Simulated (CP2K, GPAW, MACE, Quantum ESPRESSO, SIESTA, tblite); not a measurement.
**Other levels on Σ3 (112)[1-10] symmetric tilt boundary in Al (72 atoms)**

The cell holds 72 atoms: 72 Al. Its edges and angles: a = 8.591 Å, b = 7.015 Å, c = 20.165 Å, α = 90.0°, β = 90.0°, γ = 90.0°. It derives from Al (fcc). Fcc Al (a = 4.05 Å); two grains mirrored in (112), tilt axis [1-10], misorientation 70.53 deg; 3 x 1 boundary periods, 2 lattice periods a grain, two boundaries a cell, upper grain shifted by [0, 0] of the boundary cell and opened by 0.2 Å, one atom of each pair nearer than 1.575 Å removed; annealed from 300 K for 3 ps and minimised with a classical potential (one cell length free). Then every atom was moved at random, 0.03 Å r.m.s. a Cartesian component. Regions: lower grain, 36 atoms (36 Al); upper grain, 36 atoms (36 Al).

Geometry: as built.

The reference, a calculation:

```
method                 : Kohn-Sham DFT, PBE, SSSP efficiency 1.3.0 pseudopotentials, plane waves (Quantum ESPRESSO 7.5); sssp-pbe-1.3.0-efficiency, cutoffs 45/360 Ry, Γ point
r.m.s. force component : 0.1335 eV/Å
longest force          : 0.4446 eV/Å
pressure               : -0.2897 GPa
time                   : 1.7 min on 4 MPI ranks of Intel Xeon Platinum 8488C (Sapphire Rapids), shared host
CPU time               : 6.7 min
```

**Question.** The same geometry is run in other programs. How far does each lie from the reference, and what does it cost?
- CP2K PBEsol, PBE potentials, DZVP-MOLOPT-SR, 350/50 Ry, diagonalisation (CP2K 2026.2; 2 threads)
- GPAW PBE, LCAO dzp, h 0.2 Å, other mixer settings (GPAW 26.7.0; 1 thread)
- MACE MP-0b3 medium potential (MACE MP-0b3 medium; 1 thread)
- GPAW PBE, LCAO sz(dzp), h 0.2 Å (GPAW 26.7.0; 1 thread)
- tblite GFN1-xTB (tblite 0.8.0; 1 thread)
- CP2K PBE, DZVP-MOLOPT-SR, 175/50 Ry, diagonalisation (CP2K 2026.2; 2 threads)
- CP2K PBE+D3, DZVP-MOLOPT-SR, 350/50 Ry, diagonalisation (CP2K 2026.2; 2 threads)
- CP2K BLYP, DZVP-MOLOPT-SR, 350/50 Ry, diagonalisation (CP2K 2026.2; 2 threads)
- MACE MPA-0 medium potential (MACE MPA-0 medium; 1 thread)
- CP2K PBE, DZVP-MOLOPT-SR, 350/50 Ry, diagonalisation (CP2K 2026.2; 2 threads)

Differences are against the plane-wave reference, forces as r.m.s. over components; share is that over the reference's r.m.s. force, slope the least-squares factor from reference forces to these. Total energies of different programs have different zeros and aren't compared.

| run | Δ force, r.m.s. (meV/Å) | share (%) | slope | Δ pressure (GPa) | cores | CPU time | memory (GiB) |
| --- | --- | --- | --- | --- | --- | --- | --- |
| reference | - | - | - | - | 4 | 6.7 min | 3.6 |
| CP2K PBEsol, PBE potentials, DZVP-MOLOPT-SR, 350/50 Ry, diagonalisation | 2.00 | 1.50 | 0.990 | -0.299 | 2 | 3.3 min | 1.8 |
| GPAW PBE, LCAO dzp, h 0.2 Å, other mixer settings | 5.82 | 4.36 | 0.995 | - | 1 | 14 min | 1.9 |
| MACE MP-0b3 medium potential | 48.1 | 36.1 | 0.679 | 0.0757 | 1 | 7.7 s | 0.93 |
| GPAW PBE, LCAO sz(dzp), h 0.2 Å (coarse) | 65.7 | 49.2 | 1.336 | - | 1 | 2.7 min | 1.3 |
| tblite GFN1-xTB | 66.1 | 49.5 | 0.660 | 25.1 | 1 | 13 s | 0.14 |
| CP2K PBE, DZVP-MOLOPT-SR, 175/50 Ry, diagonalisation (coarse) | 6.97 | 5.22 | 0.951 | -0.320 | 2 | 3.1 min | 0.88 |
| CP2K PBE+D3, DZVP-MOLOPT-SR, 350/50 Ry, diagonalisation | 7.51 | 5.63 | 0.947 | -2.11 | 2 | 3.3 min | 1.8 |
| CP2K BLYP, DZVP-MOLOPT-SR, 350/50 Ry, diagonalisation | 38.8 | 29.1 | 0.735 | 1.76 | 2 | 3.7 min | 1.8 |
| MACE MPA-0 medium potential | 37.8 | 28.4 | 0.795 | -1.48 | 1 | 7.6 s | 0.92 |
| CP2K PBE, DZVP-MOLOPT-SR, 350/50 Ry, diagonalisation | 6.97 | 5.22 | 0.951 | -0.320 | 2 | 3.2 min | 1.8 |

Rows marked coarse were listed beforehand as settings not expected to be converged; some can still land near the reference.

Times of the machine-learned potentials are mostly Python's start and the loading of weights.

CPU time is summed over cores on a shared host, where runs went side by side, so it is rough. Symmetry, cutoffs, thresholds, outputs and thread counts weren't matched or tuned between programs; memory under MPI is the largest rank's times the ranks.

The PBE runs in local orbitals, coarse settings apart, differ by 4.4 % (GPAW PBE, LCAO dzp, h 0.2 Å, other mixer settings) to 5.2 % (CP2K PBE, DZVP-MOLOPT-SR, 350/50 Ry, diagonalisation); basis, grid and potentials can all enter. Tight binding differs by 50 % (tblite GFN1-xTB); it is another model, with fitted parameters of its own, and the xTB methods hold dispersion. Machine-learned potentials differ by 28 % (MACE MPA-0 medium potential) to 36 % (MACE MP-0b3 medium potential); they were trained on other programs' data. Among those trained on PBE data the slope goes as low as 0.68. Rows with another functional or a dispersion term differ by 1.5 % (CP2K PBEsol, PBE potentials, DZVP-MOLOPT-SR, 350/50 Ry, diagonalisation) to 29 % (CP2K BLYP, DZVP-MOLOPT-SR, 350/50 Ry, diagonalisation), which mixes the change of model with differences of basis and potentials, some of them made for another functional. Periodic xTB results under one method name differ between programs and library versions. Machine-learned potentials mimic data converged in k, so the reference's own k-point error enters their differences. The electronic-structure runs sample only Γ, in a cell whose shortest periodic width is 7 Å, which is coarse for a cell with partly filled levels.

[Logs are printed without paths, hosts, clocks, repeated set-up lines and the standing remarks that a program may print on its own settings, such as how far it seeks lower states.]

[Hosts, paths, dates, database ids (printed as entryN), source tags and the programs' standing remarks are cut or masked in the printed files.]
